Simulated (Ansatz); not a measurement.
In doubt: masses and optical values from hybrid runs of this build are listed as unsure (in some of the runs), which bears on the screening that GW takes from such a start; one-shot GW on d or f shells is unsure (in some of the runs), so the values of those runs are not to be relied on.

Consider NaSrCeSbO6 (F-43m).

The structure is cubic, space group F-43m (No. 216). Conventional cell: a = 8.420 Å, b = 8.420 Å, c = 8.420 Å, α = 90.00°, β = 90.00°, γ = 90.00°. Nearest to Na lie 12 O at 2.98 Å. Nearest to Sr lie 12 O at 2.98 Å. Nearest to Ce lie 6 O at 2.21 Å. Nearest to Sb lie 6 O at 2.00 Å. O has 1 Sb at 2.00 Å and 1 Ce at 2.21 Å and 2 Sr at 2.98 Å and 2 Na at 2.98 Å nearest. Farther neighbours and most contacts between anions are not listed.

```cif
data_structure
_symmetry_space_group_name_H-M 'P 1'
_symmetry_Int_Tables_number 1
_cell_length_a 5.9538
_cell_length_b 5.9538
_cell_length_c 5.9538
_cell_angle_alpha 60.000
_cell_angle_beta 60.000
_cell_angle_gamma 60.000
_cell_volume 149.23
loop_
_atom_site_label
_atom_site_type_symbol
_atom_site_fract_x
_atom_site_fract_y
_atom_site_fract_z
_atom_site_occupancy
Na1 Na 0.75000 0.75000 0.75000 1
Sr2 Sr 0.25000 0.25000 0.25000 1
Ce3 Ce 0.00000 0.00000 0.00000 1
Sb4 Sb 0.50000 0.50000 0.50000 1
O5 O 0.73749 0.26251 0.26251 1
O6 O 0.26251 0.73749 0.73749 1
O7 O 0.73749 0.73749 0.26251 1
O8 O 0.26251 0.26251 0.73749 1
O9 O 0.26251 0.73749 0.26251 1
O10 O 0.73749 0.26251 0.73749 1
```

The cell and positions are those that the Materials Project relaxed with its own functionals (PBE, PBE+U or r2SCAN), kept fixed. Spin-orbit coupling is left out unless a run names it.

Gaps computed with Ansatz 0.2.0 without a self-energy: HSE06 3.91 eV, r2SCAN 2.29 eV and PBE0 4.69 eV.

Question: What gap should G0W0 on HSE06 give (4×4×4 mesh, 818 empty bands, screening to 180 eV, PAW set soft_1 files)?

About 5.45 eV: on its mesh the run moves the gap from 3.91 eV by +1.54 eV. A band edge moves to another state on the way. Among the scalar-relativistic levels given, PBE0 is nearest (−0.76 eV). Bands and cutoff are finite, so the gap is not at the basis limit. The miss can reach some tenths of an eV and take either sign; the mesh is an error of its own. Empty 4f levels lie among the conduction bands. Their place in the start is unsure; it enters the screening, and the edge itself where they lie low. The runs have no spin polarisation. For a closed low-spin shell that is the natural state; where a d or f shell is open it is a constraint, and the gap is then not the crystal's own. The compound holds f electrons or empty f levels, where one-shot G0W0 is unsure. The many-body steps are scalar-relativistic: spin-orbit coupling is not in them.

[Paths, hosts, dates, memory and timing lines, banners, echoed tables and standing remarks are left out of the program output.]

[Logs are printed without paths, hosts, clocks, repeated set-up lines and the standing remarks that a program may print on its own settings, such as how far it seeks lower states.]

[Runs of the session that timed out or met a known fault of the program may be left out.]

[Cells called generated may have been cut or substituted from an entry of the Crystallography Open Database or the Materials Project.]

[Hosts, paths, dates, database ids (printed as entryN), source tags and the programs' standing remarks are cut or masked in the printed files.]
